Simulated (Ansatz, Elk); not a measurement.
# ZnSnPb2: X-ray structure factors from the self-consistent density, part 2 of 2

Structure refinements treat a crystal as free atoms side by side. For a made-up structure of ZnSnPb2 (cell and positions from a PBE relaxation) the runs below show what the calculated density changes in F(hkl).

Elk 11.2.3 (patched build); all-electron DFT.

So far: The structure; Ground state and structure factors.

The structure was built from a prototype and need not be the compound's stable phase.

## (3) The highest occupied states alone

Level of this step: DFT, PBE, all-electron APW+lo, Dirac cores, scalar-relativistic bands, static density, no spin (Elk).

An energy window below the Fermi level keeps the highest occupied states, to see at which angles they scatter; shallow core shells can lie inside it and anion s states outside. No new self-consistency is needed.

File elk.in:

```
tasks
  195

xctype
  20

spinpol
  .false.

rgkmax
  7.0

gmaxvr
  14.0

lmaxo
  7

lmaxapw
  8

swidth
  0.002

tshift
  .false.

ramdisk
  .false.

hmaxvr
  5.5

maxscl
  120

epspot
  1e-06

wsfac
  -0.340220 0.511020

sppath
  './'

avec
  9.14241994012 0.00000000000 0.00000000000
  0.00000000000 9.14241994012 0.00000000000
  0.00000000000 0.00000000000 17.57870596463

atoms
  3
  'Pb.in'
  4
  0.5000000000 0.0000000000 0.7210974431   0.000000 0.000000 0.000000
  -0.0000000000 0.5000000000 0.2789025569   0.000000 0.000000 0.000000
  0.0000000000 0.0000000000 0.0000000000   0.000000 0.000000 0.000000
  0.5000000000 0.5000000000 -0.0000000000   0.000000 0.000000 0.000000
  'Sn.in'
  2
  0.5000000000 -0.0000000000 0.2929626159   0.000000 0.000000 0.000000
  -0.0000000000 0.5000000000 0.7070373841   0.000000 0.000000 0.000000
  'Zn.in'
  2
  0.0000000000 0.0000000000 0.5000000000   0.000000 0.000000 0.000000
  0.5000000000 0.5000000000 0.5000000000   0.000000 0.000000 0.000000

ngridk
  5 5 3
```

The run is started by

```console
$ OMP_NUM_THREADS=4 elk
```

Numbers of over 12 decimals in the logs are rounded to 6 here.

Output:

```text
┌─────────────────────────────────┐
│ Elk code version 11.2.3 started │
└─────────────────────────────────┘

Info(readinput): the functional depends on the density's gradient
 muffin-tin radial points multiplied by    2.00000
 (not where nrmtscf is given)

┌────────────────────┐
│ Current task : 195 │
└────────────────────┘

Info(sfacrho): density structure factors written to SFACRHO.OUT

 Energy window :  -0.3402200000      0.5110200000

┌──────────────────┐
│ Elk code stopped │
└──────────────────┘
```

The job ended after 23 s (4 threads of INTEL XEON PLATINUM 8581C at 2.30GHz (Emerald Rapids), shared host; peak memory 0.27 GiB).

States within 15 eV below the Fermi level hold 48.00 electrons; any levels below the window count with the cores. Their amplitudes can exceed the total, where window and core parts have opposite phase:

```
hkl  sin θ/λ (Å⁻¹)  abs F, window  abs F, all
001          0.054         19.213      47.304
100          0.103          0.000       0.000
002          0.107         17.162      13.483
101          0.117          0.030      62.494
110          0.146         15.979      34.728
102          0.149          0.268       7.740
111          0.156         15.143     143.814
003          0.161         13.970     231.090
112          0.181         18.155     395.261
103          0.192          0.150      63.772
```

## (4) Another functional

The difference from free atoms is small, so it is set against the change that LDA (Perdew-Wang) makes.

Edit elk.in of step 3 so:

```diff
@@ -1,2 +1,3 @@
 tasks
+  0
   195
@@ -4,3 +5,3 @@
 xctype
-  20
+  3
 
@@ -39,5 +40,2 @@
 
-wsfac
-  -0.340220 0.511020
-
 sppath
```

The run is started by

```console
$ OMP_NUM_THREADS=4 elk
```

Output:

```text
┌─────────────────────────┐
│ Elk code version 11.2.3 │
└─────────────────────────┘

All units are atomic (Hartree, Bohr, etc.)

┌─────────────────────────────────────────────────┐
│ Ground-state run starting from atomic densities │
└─────────────────────────────────────────────────┘

Lattice vectors :
   9.142419940       0.000000000       0.000000000
   0.000000000       9.142419940       0.000000000
   0.000000000       0.000000000       17.57870596

Reciprocal lattice vectors :
  0.6872562569       0.000000000       0.000000000
[...]
species : 3 (Zn)
   atom 1                    :    28.78738165     (  0.8021467424E-04)
   atom 2                    :    28.78738165     (  0.8021467424E-04)
 total in muffin-tins        :    474.9390482
 total calculated charge     :    487.9946362
 total charge                :    488.0000000
 error                       :   0.5363810800E-02

┌──────────────────────────────┐
│ Self-consistent loop stopped │
└──────────────────────────────┘

Warning : the lowest level lies among the core levels :   -2.918967953      -2.571147959

Warning : core states of species 1 leak from the muffin-tin :   0.1188924585E-02

Wrote STATE.OUT
[key lines of the parts left out:]
total energy                :     -99603.944665392
```

Elapsed: 35 s, on 4 threads; peak memory 0.3 GiB; 89 s of CPU time.

Against the first run R = 0.02 %; the largest change is -0.112 at 220.

## (5) A coarser k-mesh

About half the k-points along each axis test the sampling.

Edit elk.in of step 4 so:

```diff
@@ -5,3 +5,3 @@
 xctype
-  3
+  20
 
@@ -66,2 +66,2 @@
 ngridk
-  5 5 3
+  2 2 2
```

The run is started by

```console
$ OMP_NUM_THREADS=4 elk
```

Output:

```text
┌─────────────────────────┐
│ Elk code version 11.2.3 │
└─────────────────────────┘

All units are atomic (Hartree, Bohr, etc.)

┌─────────────────────────────────────────────────┐
│ Ground-state run starting from atomic densities │
└─────────────────────────────────────────────────┘

Lattice vectors :
   9.142419940       0.000000000       0.000000000
   0.000000000       9.142419940       0.000000000
   0.000000000       0.000000000       17.57870596

Reciprocal lattice vectors :
  0.6872562569       0.000000000       0.000000000
[...]
species : 3 (Zn)
   atom 1                    :    28.78267054     (  0.7993973987E-04)
   atom 2                    :    28.78267054     (  0.7993973987E-04)
 total in muffin-tins        :    474.7777602
 total calculated charge     :    487.9946758
 total charge                :    488.0000000
 error                       :   0.5324219111E-02

┌──────────────────────────────┐
│ Self-consistent loop stopped │
└──────────────────────────────┘

Warning : the lowest level lies among the core levels :   -2.920988440      -2.566080275

Warning : core states of species 1 leak from the muffin-tin :   0.1177781641E-02

Wrote STATE.OUT
[key lines of the parts left out:]
total energy                :     -99664.918061447
```

Wall time 46 s (4 threads); peak memory 0.4 GiB.

Against the first run R = 0.01 %; the largest change is -0.190 at 200.

## (6) Settings against the effect

```
              run  R against the first run (%)  R against neutral atoms, low angle (%)  wall time
    PBE, rgkmax 7                         0.00                                    0.20       58 s
LDA (Perdew-Wang)                         0.02                                    0.21       35 s
     k-mesh 2×2×2                         0.01                                    0.20       46 s
```

## (7) Results

```yaml
r_against_neutral_atoms_sin_theta_lambda_0p3_a_minus1: 0.20 %
r_against_neutral_atoms_0p3_to_0p59_a_minus1: 0.06 %
```

What this shows: Independent neutral atoms miss the calculated amplitudes by R = 0.20 % below 0.3 Å⁻¹ and 0.06 % from there to 0.59 Å⁻¹; by shells, 0.40 % below 0.15 Å⁻¹ (5 forms), 0.19 % 0.15 to 0.3 (20 forms), 0.09 % 0.3 to 0.45 (45 forms), 0.05 % above 0.45 (71 forms). Bonding, aspherical density and the tables' own atoms all enter these figures, and the runs don't part them. The largest change of an amplitude is -0.84 electrons, at 200. The window's part falls from 48.0 electrons at the origin to at most 6.46 between 0.45 and 0.59 Å⁻¹, where compact states inside the window still scatter. Below 0.3 Å⁻¹ the changes that finished (LDA (Perdew-Wang) and k-mesh 2×2×2) move F by R = 0.03 % at most, against the 0.20 % that separates it from free atoms. The basis has no finished test. Spin-orbit coupling is left out, which can matter for elements this heavy. Part of the difference isn't bonding: the tables are fits to free atoms and ions calculated by other methods than this functional. Thermal motion, anomalous dispersion and extinction are left out.

[Logs are printed without paths, hosts, clocks, repeated set-up lines and the standing remarks that a program may print on its own settings, such as how far it seeks lower states.]

[Hosts, paths, dates, database ids (printed as entryN), source tags and the programs' standing remarks are cut or masked in the printed files.]
